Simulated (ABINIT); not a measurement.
**AlN (F-43m): how ε∞ follows the gap**

The empty bands of AlN (F-43m) are shifted up rigidly by Δ, and ε∞ is computed for each shift.

Symmetry: F-43m, No. 216, cubic system. The conventional cell has a = 4.368 Å, b = 4.368 Å, c = 4.368 Å, α = 90.00°, β = 90.00°, γ = 90.00°. Al on site a has 4 N at 1.89 Å as nearest neighbours. N on site d has 4 Al at 1.89 Å as nearest neighbours.

Method: ABINIT 10.8.3, LDA, independent particles, k-mesh 13×13×13, Lorentzian half width 0.04 eV.

Launch of the response step: `optic optic.abi`. The series took 28 s in all, its band step included, on 4 threads of Intel(R) Xeon(R) Processor @ 2.70GHz, with other jobs on the host.

| Δ (eV) | ε∞ |
| --- | --- |
| 0.00 | 4.702 |
| 0.40 | 4.536 |
| 0.80 | 4.385 |
| 1.20 | 4.248 |
| 1.60 | 4.122 |
| 2.00 | ? |

With one effective transition at E₀ and fixed dipole strength, ε∞ − 1 = A/(E₀ + Δ), so 1/(ε∞ − 1) is linear in Δ.

Working, on the rows shown:

| x = Δ (eV) | y = 1/(ε∞ − 1) |
| --- | --- |
| 0 | 0.270124 |
| 0.4 | 0.282805 |
| 0.8 | 0.295421 |
| 1.2 | 0.307882 |
| 1.6 | 0.320307 |

Means: x̄ = 0.8, ȳ = 0.29531. Σ(x − x̄)(y − ȳ) = 0.05018, Σ(x − x̄)² = 1.6. Slope = 0.05018 / 1.6 = 0.03136; intercept = ȳ − slope · x̄ = 0.27022. Turned back into ε∞, the line misses the rows shown by at most 0.0013.

Problem. What does the fit predict for the withheld row, and how well does it do?

Solution. At x = 2 the line gives y = 0.33294, that is 4.004. The run gave 4.006, so the extrapolation is off by 0.0025, 0.4 % of the range in the table.

Refitted with all rows, the slope is 0.03126 and the intercept 0.27027. These give E₀ = intercept/slope = 8.6 eV, far above the least direct gap of 4.24 eV: most of the screening comes from transitions well over the edge. Over the first step ε∞ falls by 9 % per eV. Excitons are left out and so are local fields; LDA gaps are as a rule too small. The values come from a sum over the points of one k-mesh and carry its error, which grows as the direct gap shrinks.
